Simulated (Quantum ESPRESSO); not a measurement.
# MnS: a ladder in the k mesh, part 2 of 2

Two starts of MnS are run at each rung of the k mesh.

Quantum ESPRESSO 7.5; PBE with U = 3.2 eV on Mn d (ortho-atomic projectors); plane waves with GBRV 1.5 PBE potentials, no spin-orbit coupling (settings of the first rung).

So far, largest spin moment in the atom's sphere (μB): step 2 (rung 1, start ferro +) 4.33; step 3 (rung 1, start antiferro q=(0,1/2,1/2) +-) 4.38; step 4 (rung 2, start ferro +) 4.48; step 5 (rung 2, start antiferro q=(0,1/2,1/2) +-) 4.45.

The database entry behind the starting cell differs from later determinations by our own check (an axis about 0.2 % short against later determinations), so it need not match the best structure at ambient conditions.

## Step 6: Rung 4, start ferro +

Input file pw.in:

```
&CONTROL
  calculation = 'scf'
  prefix = 'pwscf'
  outdir = './tmp'
  pseudo_dir = './pseudo'
  disk_io = 'nowf'
  tprnfor = .true.
  tstress = .true.
/
&SYSTEM
  ibrav = 0
  celldm(1) = 8
  nat = 2
  ntyp = 2
  ecutwfc = 40
  ecutrho = 280
  nbnd = 19
  occupations = 'smearing'
  smearing = 'fd'
  degauss = 0.00734986
  nspin = 2
  starting_magnetization(1) = 0.3
  starting_magnetization(2) = 0
/
&ELECTRONS
  conv_thr = 4d-09
  electron_maxstep = 150
  mixing_beta = 0.3
/
ATOMIC_SPECIES
Mn     54.9380 mn_pbe_v1.5.uspp.F.UPF
S      32.0600 s_pbe_v1.4.uspp.F.UPF
CELL_PARAMETERS alat
   0.0000000000000    0.6152239614485    0.6152239614485
   0.6152239614485    0.0000000000000    0.6152239614485
   0.6152239614485    0.6152239614485    0.0000000000000
ATOMIC_POSITIONS crystal
Mn      0.0000000000    0.0000000000    0.0000000000
S       0.5000000000    0.5000000000    0.5000000000
K_POINTS automatic
6 6 6 0 0 0
HUBBARD {ortho-atomic}
U Mn-3d 3.2000
```

Started as:

```bash
> OMP_NUM_THREADS=1 mpirun -n 2 pw.x -nk 2 -in pw.in > pw.out
```

Output:

```text
     [... lines left out ...]
Program PWSCF v.7.5 starts
     [... lines left out ...]
     number of atoms/cell      =            2
     [... lines left out ...]
     number of electrons       =        21.00
     number of Kohn-Sham states=           19
     kinetic-energy cutoff     =      40.0000  Ry
     charge density cutoff     =     280.0000  Ry
     scf convergence threshold =      4.0E-09
     [... lines left out ...]
     48 Sym. Ops., with inversion, found
     [... lines left out ...]
     number of k points=    16  Fermi-Dirac smearing, width (Ry)=  0.0073
     [... lines left out ...]
     iteration # 11     ecut=    40.00 Ry     beta= 0.30
     [... lines left out ...]
     Magnetic moment per site  (integrated on atomic sphere of radius R)
     atom   1 (R=0.254)  charge= 13.1485  magn=  4.4827
     atom   2 (R=0.254)  charge=  4.7186  magn=  0.1329
     [... lines left out ...]
     Tr[ns(  1)] (up, down, total) =   4.96908  0.28500  5.25407
     [... lines left out ...]
     the Fermi energy is    10.5650 ev
!    total energy              =    -235.33387842 Ry
     estimated scf accuracy    <          1.6E-09 Ry
     smearing contrib. (-TS)   =      -0.00012462 Ry
     [... lines left out ...]
     total magnetization       =     5.00 Bohr mag/cell
     absolute magnetization    =     5.00 Bohr mag/cell
     convergence has been achieved in  11 iterations
     [... lines left out ...]
     Total force =     0.000000     Total SCF correction =     0.000000
     [... lines left out ...]
          total   stress  (Ry/bohr**3)                   (kbar)     P=       40.91
     [... lines left out ...]
```

It took 5.3 s on 2 MPI ranks of AMD EPYC 9R45, shared host; peak memory 0.21 GiB; 10 s of CPU time.

Read from the output:

```yaml
magnetization: 4.996 μB
final_state: ferromagnetic
largest_moment: 4.483 μB
```

## Step 7: Rung 4, start antiferro q=(0,1/2,1/2) +-

Input file pw.in:

```
&CONTROL
  calculation = 'scf'
  prefix = 'pwscf'
  outdir = './tmp'
  pseudo_dir = './pseudo'
  disk_io = 'nowf'
  tprnfor = .true.
  tstress = .true.
/
&SYSTEM
  ibrav = 0
  celldm(1) = 8
  nat = 4
  ntyp = 3
  ecutwfc = 40
  ecutrho = 280
  nbnd = 30
  occupations = 'smearing'
  smearing = 'fd'
  degauss = 0.00734986
  nspin = 2
  starting_magnetization(1) = 0.3
  starting_magnetization(2) = -0.3
  starting_magnetization(3) = 0
/
&ELECTRONS
  conv_thr = 8d-09
  electron_maxstep = 150
  mixing_beta = 0.3
/
ATOMIC_SPECIES
Mn1    54.9380 mn_pbe_v1.5.uspp.F.UPF
Mn2    54.9380 mn_pbe_v1.5.uspp.F.UPF
S      32.0600 s_pbe_v1.4.uspp.F.UPF
CELL_PARAMETERS alat
   0.0000000000000    0.6152239614485    0.6152239614485
   1.2304479228970    0.0000000000000    1.2304479228970
   1.2304479228970    0.6152239614485    0.6152239614485
ATOMIC_POSITIONS crystal
Mn1     0.0000000000    0.0000000000    0.0000000000
Mn2     0.0000000000    0.5000000000    0.0000000000
S       0.5000000000    0.0000000000    0.5000000000
S       0.5000000000    0.5000000000    0.5000000000
K_POINTS automatic
6 3 6 0 0 0
HUBBARD {ortho-atomic}
U Mn1-3d 3.2000
U Mn2-3d 3.2000
```

Output:

```text
     [... lines left out ...]
Program PWSCF v.7.5 starts
     [... lines left out ...]
     number of atoms/cell      =            4
     [... lines left out ...]
     number of electrons       =        42.00
     number of Kohn-Sham states=           30
     kinetic-energy cutoff     =      40.0000  Ry
     charge density cutoff     =     280.0000  Ry
     scf convergence threshold =      8.0E-09
     [... lines left out ...]
     16 Sym. Ops., with inversion, found
     [... lines left out ...]
     number of k points=    20  Fermi-Dirac smearing, width (Ry)=  0.0073
     [... lines left out ...]
     iteration # 12     ecut=    40.00 Ry     beta= 0.30
     [... lines left out ...]
     Magnetic moment per site  (integrated on atomic sphere of radius R)
     atom   1 (R=0.254)  charge= 13.1470  magn=  4.4566
     atom   2 (R=0.254)  charge= 13.1469  magn= -4.4566
     atom   3 (R=0.254)  charge=  4.7166  magn= -0.0424
     atom   4 (R=0.254)  charge=  4.7166  magn=  0.0424
     [... lines left out ...]
     Tr[ns(  1)] (up, down, total) =   4.96433  0.29493  5.25926
     [... lines left out ...]
     Tr[ns(  2)] (up, down, total) =   0.29493  4.96433  5.25926
     [... lines left out ...]
     the Fermi energy is    10.6762 ev
!    total energy              =    -470.67164987 Ry
     estimated scf accuracy    <          4.0E-09 Ry
     smearing contrib. (-TS)   =      -0.00007350 Ry
     [... lines left out ...]
     total magnetization       =     0.00 Bohr mag/cell
     absolute magnetization    =     9.66 Bohr mag/cell
     convergence has been achieved in  12 iterations
     [... lines left out ...]
     Total force =     0.000000     Total SCF correction =     0.000000
     [... lines left out ...]
          total   stress  (Ry/bohr**3)                   (kbar)     P=       33.46
     [... lines left out ...]
```

Run time: 26 s. Hardware: 2 MPI ranks; peak memory 0.34 GiB.

This step gave:

* magnetization: 0 μB
* final state: antiferromagnetic
* largest moment: 4.457 μB

## Step 8: Rung 5, start ferro +

Input file pw.in:

```
&CONTROL
  calculation = 'scf'
  prefix = 'pwscf'
  outdir = './tmp'
  pseudo_dir = './pseudo'
  disk_io = 'nowf'
  tprnfor = .true.
  tstress = .true.
/
&SYSTEM
  ibrav = 0
  celldm(1) = 8
  nat = 2
  ntyp = 2
  ecutwfc = 40
  ecutrho = 280
  nbnd = 19
  occupations = 'smearing'
  smearing = 'fd'
  degauss = 0.00734986
  nspin = 2
  starting_magnetization(1) = 0.3
  starting_magnetization(2) = 0
/
&ELECTRONS
  conv_thr = 4d-09
  electron_maxstep = 150
  mixing_beta = 0.3
/
ATOMIC_SPECIES
Mn     54.9380 mn_pbe_v1.5.uspp.F.UPF
S      32.0600 s_pbe_v1.4.uspp.F.UPF
CELL_PARAMETERS alat
   0.0000000000000    0.6152239614485    0.6152239614485
   0.6152239614485    0.0000000000000    0.6152239614485
   0.6152239614485    0.6152239614485    0.0000000000000
ATOMIC_POSITIONS crystal
Mn      0.0000000000    0.0000000000    0.0000000000
S       0.5000000000    0.5000000000    0.5000000000
K_POINTS automatic
10 10 10 0 0 0
HUBBARD {ortho-atomic}
U Mn-3d 3.2000
```

Output:

```text
     [... lines left out ...]
Program PWSCF v.7.5 starts
     [... lines left out ...]
     number of atoms/cell      =            2
     [... lines left out ...]
     number of electrons       =        21.00
     number of Kohn-Sham states=           19
     kinetic-energy cutoff     =      40.0000  Ry
     charge density cutoff     =     280.0000  Ry
     scf convergence threshold =      4.0E-09
     [... lines left out ...]
     48 Sym. Ops., with inversion, found
     [... lines left out ...]
     number of k points=    47  Fermi-Dirac smearing, width (Ry)=  0.0073
     [... lines left out ...]
     iteration # 11     ecut=    40.00 Ry     beta= 0.30
     [... lines left out ...]
     Magnetic moment per site  (integrated on atomic sphere of radius R)
     atom   1 (R=0.254)  charge= 13.1485  magn=  4.4835
     atom   2 (R=0.254)  charge=  4.7178  magn=  0.1321
     [... lines left out ...]
     Tr[ns(  1)] (up, down, total) =   4.96906  0.28438  5.25344
     [... lines left out ...]
     the Fermi energy is    10.5828 ev
!    total energy              =    -235.33416343 Ry
     estimated scf accuracy    <          1.8E-09 Ry
     smearing contrib. (-TS)   =      -0.00007381 Ry
     [... lines left out ...]
     total magnetization       =     5.00 Bohr mag/cell
     absolute magnetization    =     5.00 Bohr mag/cell
     convergence has been achieved in  11 iterations
     [... lines left out ...]
     Total force =     0.000000     Total SCF correction =     0.000000
     [... lines left out ...]
          total   stress  (Ry/bohr**3)                   (kbar)     P=       40.66
     [... lines left out ...]
```

Run time: 10 s. Hardware: 2 MPI ranks; peak memory 0.24 GiB.

Read from the output:

| Quantity | Value |
| --- | --- |
| magnetization | 4.998 μB |
| final state | ferromagnetic |
| largest moment | 4.484 μB |

## Step 9: Rung 5, start antiferro q=(0,1/2,1/2) +-

Input file pw.in:

```
&CONTROL
  calculation = 'scf'
  prefix = 'pwscf'
  outdir = './tmp'
  pseudo_dir = './pseudo'
  disk_io = 'nowf'
  tprnfor = .true.
  tstress = .true.
/
&SYSTEM
  ibrav = 0
  celldm(1) = 8
  nat = 4
  ntyp = 3
  ecutwfc = 40
  ecutrho = 280
  nbnd = 30
  occupations = 'smearing'
  smearing = 'fd'
  degauss = 0.00734986
  nspin = 2
  starting_magnetization(1) = 0.3
  starting_magnetization(2) = -0.3
  starting_magnetization(3) = 0
/
&ELECTRONS
  conv_thr = 8d-09
  electron_maxstep = 150
  mixing_beta = 0.3
/
ATOMIC_SPECIES
Mn1    54.9380 mn_pbe_v1.5.uspp.F.UPF
Mn2    54.9380 mn_pbe_v1.5.uspp.F.UPF
S      32.0600 s_pbe_v1.4.uspp.F.UPF
CELL_PARAMETERS alat
   0.0000000000000    0.6152239614485    0.6152239614485
   1.2304479228970    0.0000000000000    1.2304479228970
   1.2304479228970    0.6152239614485    0.6152239614485
ATOMIC_POSITIONS crystal
Mn1     0.0000000000    0.0000000000    0.0000000000
Mn2     0.0000000000    0.5000000000    0.0000000000
S       0.5000000000    0.0000000000    0.5000000000
S       0.5000000000    0.5000000000    0.5000000000
K_POINTS automatic
10 5 10 0 0 0
HUBBARD {ortho-atomic}
U Mn1-3d 3.2000
U Mn2-3d 3.2000
```

Output:

```text
     [... lines left out ...]
Program PWSCF v.7.5 starts
     [... lines left out ...]
     number of atoms/cell      =            4
     [... lines left out ...]
     number of electrons       =        42.00
     number of Kohn-Sham states=           30
     kinetic-energy cutoff     =      40.0000  Ry
     charge density cutoff     =     280.0000  Ry
     scf convergence threshold =      8.0E-09
     [... lines left out ...]
     16 Sym. Ops., with inversion, found
     [... lines left out ...]
     number of k points=    63  Fermi-Dirac smearing, width (Ry)=  0.0073
     [... lines left out ...]
     iteration # 11     ecut=    40.00 Ry     beta= 0.30
     [... lines left out ...]
     Magnetic moment per site  (integrated on atomic sphere of radius R)
     atom   1 (R=0.254)  charge= 13.1470  magn=  4.4569
     atom   2 (R=0.254)  charge= 13.1470  magn= -4.4569
     atom   3 (R=0.254)  charge=  4.7157  magn= -0.0422
     atom   4 (R=0.254)  charge=  4.7157  magn=  0.0422
     [... lines left out ...]
     Tr[ns(  1)] (up, down, total) =   4.96415  0.29481  5.25896
     [... lines left out ...]
     Tr[ns(  2)] (up, down, total) =   0.29482  4.96415  5.25897
     [... lines left out ...]
     the Fermi energy is    10.7015 ev
!    total energy              =    -470.67221864 Ry
     estimated scf accuracy    <          1.9E-09 Ry
     smearing contrib. (-TS)   =      -0.00002909 Ry
     [... lines left out ...]
     total magnetization       =     0.00 Bohr mag/cell
     absolute magnetization    =     9.67 Bohr mag/cell
     convergence has been achieved in  11 iterations
     [... lines left out ...]
     Total force =     0.000000     Total SCF correction =     0.000000
     [... lines left out ...]
          total   stress  (Ry/bohr**3)                   (kbar)     P=       33.54
     [... lines left out ...]
```

Run time: 57 s. Hardware: 2 MPI ranks; peak memory 0.45 GiB; 1.9 min of CPU time.

This step gave:

| Quantity | Value |
| --- | --- |
| magnetization | 0 μB |
| final state | antiferromagnetic |
| largest moment | 4.457 μB |

## Step 10: An input with a fault

One input was spoiled on purpose, to see how the program answers.

Input file pw.in:

```
&CONTROL
  calculation = 'scf'
  prefix = 'pwscf'
  outdir = './tmp'
  pseudo_dir = './pseudo'
  disk_io = 'nowf'
  tprnfor = .true.
  tstress = .true.
/
&SYSTEM
  ibrav = 0
  nat = 2
  ntyp = 2
  ecutwfc = 12
  ecutrho = 280
  nbnd = 19
  occupations = 'smearing'
  smearing = 'fd'
  degauss = 0.00734986
  nspin = 2
  starting_magnetization(1) = 0.3
  starting_magnetization(2) = 0
/
&ELECTRONS
  conv_thr = 4d-09
  electron_maxstep = 50
  mixing_beta = 0.3
/
ATOMIC_SPECIES
Mn     54.9380 mn_pbe_v1.5.uspp.F.UPF
S      32.0600 s_pbe_v1.4.uspp.F.UPF
CELL_PARAMETERS angstrom
   0.0000000000    2.6045000000    2.6045000000
   2.6045000000    0.0000000000    2.6045000000
   2.6045000000    2.6045000000    0.0000000000
ATOMIC_POSITIONS crystal
Mn      0.0000000000    0.0000000000    0.0000000000
S       0.5000000000    0.5000000000    0.5000000000
K_POINTS automatic
10 10 10 0 0 0
HUBBARD {ortho-atomic}
U Mn-3d 3.2000
```

Output:

```text
[banner, memory and clock lines left out]
Program PWSCF v.7.5 starts

     Message from routine setup:
     using ibrav=0 with symmetry is DISCOURAGED, use correct ibrav instead

     bravais-lattice index     =            0
     lattice parameter (alat)  =       6.9605  a.u.
     unit-cell volume          =     238.4513 (a.u.)^3
     number of atoms/cell      =            2
     number of atomic types    =            2
     number of electrons       =        21.00
     number of Kohn-Sham states=           19
     kinetic-energy cutoff     =      12.0000  Ry
     charge density cutoff     =     280.0000  Ry
     scf convergence threshold =      4.0E-09
     mixing beta               =       0.3000
     number of iterations used =            8  plain     mixing
     Exchange-correlation=  SLA  PW   PBX  PBC
                           (   1   4   3   4   0   0   0)
     Hubbard projectors: ortho-atomic
     Hubbard parameters of DFT+U (Dudarev formulation) in eV:
     U(Mn-3d) =  3.2000

     Internal variables: lda_plus_u =T, lda_plus_u_kind = 0

     Internal variables: orbital_resolved =F, hub_pot_fix =F, apply_U = F

     [... lines left out ...]
     PseudoPot. # 1 for Mn read from file:
     mn_pbe_v1.5.uspp.F.UPF
     Pseudo is Ultrasoft + core correction, Zval = 15.0

     PseudoPot. # 2 for S  read from file:
     s_pbe_v1.4.uspp.F.UPF
     Pseudo is Ultrasoft + core correction, Zval =  6.0

     atomic species   valence    mass     pseudopotential
     Mn               15.00    54.93800     Mn( 1.00)
     S                 6.00    32.06000     S ( 1.00)

     Starting magnetic structure
     atomic species   magnetization
     Mn              0.300
     S               0.000

     48 Sym. Ops., with inversion, found

   Cartesian axes

     site n.     atom                  positions (alat units)
         1        Mn     tau(   1) = (   0.0000000   0.0000000   0.0000000  )
         2        S      tau(   2) = (   0.7071068   0.7071068   0.7071068  )

     number of k points=    47  Fermi-Dirac smearing, width (Ry)=  0.0073

     Dense  grid:    18883 G-vectors     FFT dimensions: (  40,  40,  40)

     Smooth grid:     1363 G-vectors     FFT dimensions: (  15,  15,  15)

     Check: negative core charge=   -0.000037
     Generating pointlists ...
     new r_m :   0.2917 (alat units)  2.0302 (a.u.) for type    1
     new r_m :   0.2917 (alat units)  2.0302 (a.u.) for type    2

     Initial potential from superposition of free atoms

     starting charge      20.4999, renormalised to      21.0000

     STARTING HUBBARD OCCUPATIONS:

     =================== HUBBARD OCCUPATIONS ===================
     ------------------------ ATOM    1 ------------------------
     Tr[ns(  1)] (up, down, total) =   5.00000  0.00000  5.00000
     Atomic magnetic moment for atom   1 =   5.00000
     [... lines left out ...]
     Number of occupied Hubbard levels =    5.0000

     Atomic wfc used for Hubbard projectors are orthogonalized

     Starting wfcs are   17 randomized atomic wfcs +    2 random wfcs

     Self-consistent Calculation

     iteration #  1     ecut=    12.00 Ry     beta= 0.30
     Davidson diagonalization with overlap
     ethr =  1.00E-02,  avg # of iterations =  5.5

     =================== HUBBARD OCCUPATIONS ===================
     ------------------------ ATOM    1 ------------------------
     Tr[ns(  1)] (up, down, total) =   1.34432  0.36471  1.70904
     Atomic magnetic moment for atom   1 =   0.97961
     [... lines left out ...]
     Number of occupied Hubbard levels =    1.7090

     total energy              =    -219.87831884 Ry
     estimated scf accuracy    <      18.33597283 Ry

     total magnetization       =     1.40 Bohr mag/cell
     absolute magnetization    =     1.40 Bohr mag/cell

     [... further iterations left out ...]

     iteration # 17     ecut=    12.00 Ry     beta= 0.30
     Davidson diagonalization with overlap
     ethr =  8.93E-11,  avg # of iterations =  2.0

     negative rho (up, down):  0.000E+00 5.696E-04

     Magnetic moment per site  (integrated on atomic sphere of radius R)
     atom   1 (R=0.292)  charge= 13.3154  magn=  3.3818
     atom   2 (R=0.292)  charge=  4.6282  magn= -0.0604

     End of self-consistent calculation

     =================== HUBBARD OCCUPATIONS ===================
     ------------------------ ATOM    1 ------------------------
     Tr[ns(  1)] (up, down, total) =   4.54160  0.98550  5.52710
     Atomic magnetic moment for atom   1 =   3.55609
     [... lines left out ...]
     Number of occupied Hubbard levels =    5.5271

     [... lines left out ...]
     the Fermi energy is    10.4454 ev

!    total energy              =    -220.74363652 Ry
     estimated scf accuracy    <          3.4E-09 Ry
     smearing contrib. (-TS)   =      -0.00316741 Ry
     internal energy E=F+TS    =    -220.74046911 Ry

     The total energy is F=E-TS. E is the sum of the following terms:
     one-electron contribution =     -99.64356296 Ry
     hartree contribution      =      51.72425174 Ry
     xc contribution           =     -31.45475829 Ry
     ewald contribution        =    -141.49328211 Ry
     Hubbard energy            =       0.12688250 Ry

     total magnetization       =     3.66 Bohr mag/cell
     absolute magnetization    =     3.79 Bohr mag/cell

     convergence has been achieved in  17 iterations

     negative rho (up, down):  0.000E+00 5.696E-04

     Forces acting on atoms (cartesian axes, Ry/au):

     atom    1 type  1   force =     0.00000000    0.00000000    0.00000000
     atom    2 type  2   force =     0.00000000    0.00000000    0.00000000

     Total force =     0.000000     Total SCF correction =     0.000000

     Computing stress (Cartesian axis) and pressure

     negative rho (up, down):  0.000E+00 5.696E-04
          total   stress  (Ry/bohr**3)                   (kbar)     P=   -20503.43
  -0.13937948  -0.00000000   0.00000000       -20503.43       -0.00        0.00
  -0.00000000  -0.13937948   0.00000000           -0.00   -20503.43        0.00
   0.00000000   0.00000000  -0.13937948            0.00        0.00   -20503.43
```

Run time: 4.9 s. Hardware: 2 MPI ranks; peak memory 0.19 GiB; 9.3 s of CPU time.

Convergence was reached, yet the input spoils the result.

The fault in the input: a cutoff far too low.

## Step 11: The rungs together

Ladder, by row:

```tsv
rung	mesh	state from the first start	state from the second start	second less first (meV a seeded atom)	moment, first (μB)	moment, second (μB)	CPU time (s)
1	2x2x2	ferromagnetic	antiferromagnetic	-102.2	4.335	4.38	24.91
2	4x4x4	ferromagnetic	antiferromagnetic	-23.53	4.477	4.454	40.73
4	6x6x6	ferromagnetic	antiferromagnetic	-26.48	4.483	4.457	61.63
5	10x10x10	ferromagnetic	antiferromagnetic	-26.48	4.484	4.457	134.1
```

## Step 12: Results

```json
{"range of the largest moment, first start": "4.33 to 4.48 μB; second start 4.38 to 4.46 μB", "range of CPU time": "25 s to 2.2 min", "range of the energy difference": "-102 to -23.5 meV a seeded atom", "first rung that agrees with the last (margins below)": "4"}
```

What this shows: From rung 4 on the states are those of the last rung, the moments stay within 0.05 μB of it and the difference within 1.3 meV; rung 4 took 46 % of its CPU time. Energies are free energies at an electronic temperature of 1160 K, which lowers moments and differences where the moments are itinerant.

[Logs and program files are shortened in this print: banners, set-up blocks, solver, clock and traceback lines can be left out without a mark of their own.]

[Logs are printed without paths, hosts, clocks, repeated set-up lines and the standing remarks that a program may print on its own settings, such as how far it seeks lower states.]

[Hosts, paths, dates, database ids (printed as entryN), source tags and the programs' standing remarks are cut or masked in the printed files.]

[Where a cell is said to come from a database of computed structures, the database is the Materials Project.]
